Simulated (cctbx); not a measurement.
# Occupancies in Tb2CuGe4S12

Cell a = 5.9100 Å, b = 8.6900 Å, c = 9.5130 Å, α = 65.87°, β = 85.46°, γ = 77.09°; space group P-1 (no. 2); nominal formula Tb2CuGe4S12.

The data are simulated with cctbx, not measured: Mo Kα, λ = 0.71073 Å, to d = 0.65 Å, 70 % of the full sphere, strongest reflection 20000 counts, noise from counting, a 3 % proportional error and a noise floor of 8 counts (s.d.); no absorption, and some extinction, which the refinements don't model.

With every site full:

```text
Rint 0.028, 3039 unique reflections to 0.65 A
cycle     R1     wR2    GooF  max shift (A)
   1  0.1141  0.2383   4.540   0.00192
   2  0.0256  0.0606   1.155   0.00000
final R1 0.0256 wR2 0.0606 GooF 1.155  parameters 87  data/parameter 34.9
atom        x        y        z      Ueq    occ   su(xyz)  su(Uiso or U11)
Tb1    0.03735  0.76637  0.45002   0.0102  1.000  0.00003  0.0001
Ge1    0.53553  0.83033  0.78307   0.0161  1.000  0.00008  0.0002
Ge2    0.56762  0.61008  0.20689   0.0120  1.000  0.00007  0.0002
Cu1    0.00000  0.00000  0.00000   0.0128  1.000  0.00000  0.0003
S2     0.43119  0.63979  0.72728   0.0061  1.000  0.00014  0.0003
S3     0.24561  0.00251  0.79802   0.0135  1.000  0.00017  0.0004
S4     0.76403  0.93823  0.61468   0.0145  1.000  0.00018  0.0004
S5     0.26262  0.77231  0.18898   0.0176  1.000  0.00020  0.0004
S6     0.78304  0.57976  0.38715   0.0164  1.000  0.00019  0.0004
S7     0.73568  0.70111  0.98388   0.0136  1.000  0.00017  0.0004
difference map: max 2.77 min -2.07 rms 0.29
Q1    0.4064  0.6133  0.7439    2    2.83  0.28 A from S2
Q2    0.3528  0.9385  0.4331    2    1.07  1.07 A from S4
Q3    0.4240  0.6531  0.8526    2    1.03  1.24 A from S2
Q4    0.0216  0.5560  0.5507    2    1.01  1.42 A from S6
Q5    0.5071  0.0446  0.4742    2    0.95  1.82 A from S4
Q6    0.3154  0.5179  0.3836    2    0.92  2.08 A from S6
```

With the occupancies of the suspect sites free, each still typed as its main element:

```text
Rint 0.028, 3039 unique reflections to 0.65 A
cycle     R1     wR2    GooF  max shift (A)
   1  0.0570  0.1292   2.463   0.00025
  16  0.0213  0.0493   0.940   0.00001
final R1 0.0213 wR2 0.0493 GooF 0.939  parameters 89  data/parameter 34.1
atom        x        y        z      Ueq    occ   su(xyz)  su(Uiso or U11)
Tb1    0.03734  0.76638  0.45001   0.0104  1.000  0.00003  0.0001
Ge1    0.53556  0.83030  0.78308   0.0138  0.939  0.00007  0.0002
Ge2    0.56763  0.61008  0.20689   0.0122  1.000  0.00006  0.0001
Cu1    0.00000  0.00000  0.00000   0.0130  1.000  0.00000  0.0002
S2     0.43119  0.63979  0.72730   0.0100  1.119  0.00011  0.0003
S3     0.24556  0.00250  0.79803   0.0136  1.000  0.00014  0.0003
S4     0.76395  0.93819  0.61473   0.0146  1.000  0.00015  0.0003
S5     0.26259  0.77242  0.18895   0.0178  1.000  0.00016  0.0004
S6     0.78302  0.57972  0.38716   0.0166  1.000  0.00015  0.0004
S7     0.73575  0.70111  0.98392   0.0136  1.000  0.00014  0.0003
su of occupancy Ge1: 0.002
su of occupancy S2: 0.005
difference map: max 0.99 min -1.01 rms 0.25
Q1    0.4037  0.6040  0.7439    2    1.03  0.36 A from S2
Q2    0.3540  0.9368  0.4355    2    1.00  1.09 A from S4
Q3    0.4145  0.6490  0.8584    2    0.98  1.28 A from S2
Q4    0.0035  0.4323  0.4708    2    0.95  1.60 A from S6
Q5    0.2466  0.9292  0.0466    2    0.92  1.47 A from S5
Q6    0.1176  0.7515  0.2374    2    0.90  0.96 A from S5
```

**Question.** What is the disorder?

X-rays count electrons. Ge1 refines to 0.939(0.002), or 30.0 electrons; the site truly holds 0.9 Ge and 0.1 S, 30.4 electrons, which is 0.950 of Ge; S2 refines to 1.119(0.005), or 17.9 electrons; the site truly holds 0.9 S and 0.1 Ge, 17.6 electrons, which is 1.100 of S. A value under 1 can't tell vacancies from a lighter guest, and one over 1 needs a heavier guest; chemistry or a second radiation must settle which. Occupancy correlates with U and the scale, and the two elements' form factors differ in shape, so the match is approximate.

Freeing them takes R1 from 0.0256 to 0.0213 and GooF from 1.16 to 0.94.

The model was made for the exercise: a known structure type with other elements put in, its volume estimated, not relaxed; displacement parameters are assumed.

[Middle refinement cycles are left out of these outputs.]

[Logs are printed without paths, hosts, clocks, repeated set-up lines and the standing remarks that a program may print on its own settings, such as how far it seeks lower states.]
